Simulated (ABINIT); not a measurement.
Planning a run of ABINIT 10.8.3 on RbCaH3 (Pm-3m). The input:

```
acell 3*1.0 Angstrom
rprim 
  4.547000000000 0.000000000000 0.000000000000
  0.000000000000 4.547000000000 0.000000000000
  0.000000000000 0.000000000000 4.547000000000
ntypat 3
znucl 37 20 1
natom 5
typat 1 2 3 3 3
xred 
  0.000000000000 0.000000000000 0.000000000000
  0.500000000000 0.500000000000 0.500000000000
  0.000000000000 0.500000000000 0.500000000000
  0.500000000000 0.000000000000 0.500000000000
  0.500000000000 0.500000000000 0.000000000000
pp_dirpath "pseudos"
pseudos "Rb.upf, Ca.upf, H.upf"
ecut 31
ngkpt 2 2 2
nshiftk 1
shiftk 0 0 0
kptopt 1
chksymbreak 0
iscf -2
irdden 1
istwfk *1
nband 179
nbdbuf 16
tolwfr 1e-09
nstep 60
prtvol 0
indata_prefix "in"
outdata_prefix "out"
tmpdata_prefix "tmp"
```

```sh
OMP_NUM_THREADS=1 mpirun -n 4 abinit run.abi > log
```

**Question.** Estimate wall time and host memory on 4 MPI ranks of Arm Neoverse V1, shared host.

It took 50 s; on shared hardware allow 25 s to 99 s. Peak host memory was 0.38 GiB.

[Paths, hosts, dates, memory and timing lines, banners, echoed tables and standing remarks are left out of the program output.]

[Logs are printed without paths, hosts, clocks, repeated set-up lines and the standing remarks that a program may print on its own settings, such as how far it seeks lower states.]

[Runs of the session that timed out or met a known fault of the program may be left out.]

[Hosts, paths, dates, database ids (printed as entryN), source tags and the programs' standing remarks are cut or masked in the printed files.]

[G0W0 gaps are taken among the corrected bands and points alone; a level outside them can change the order at an edge.]

[Where Ansatz stands beside ABINIT at settings called matched, ABINIT's density can come from a denser mesh and the files from another edition; pairs whose starting gaps differed by over 0.03 eV were left out, so agreement reads better than it is.]
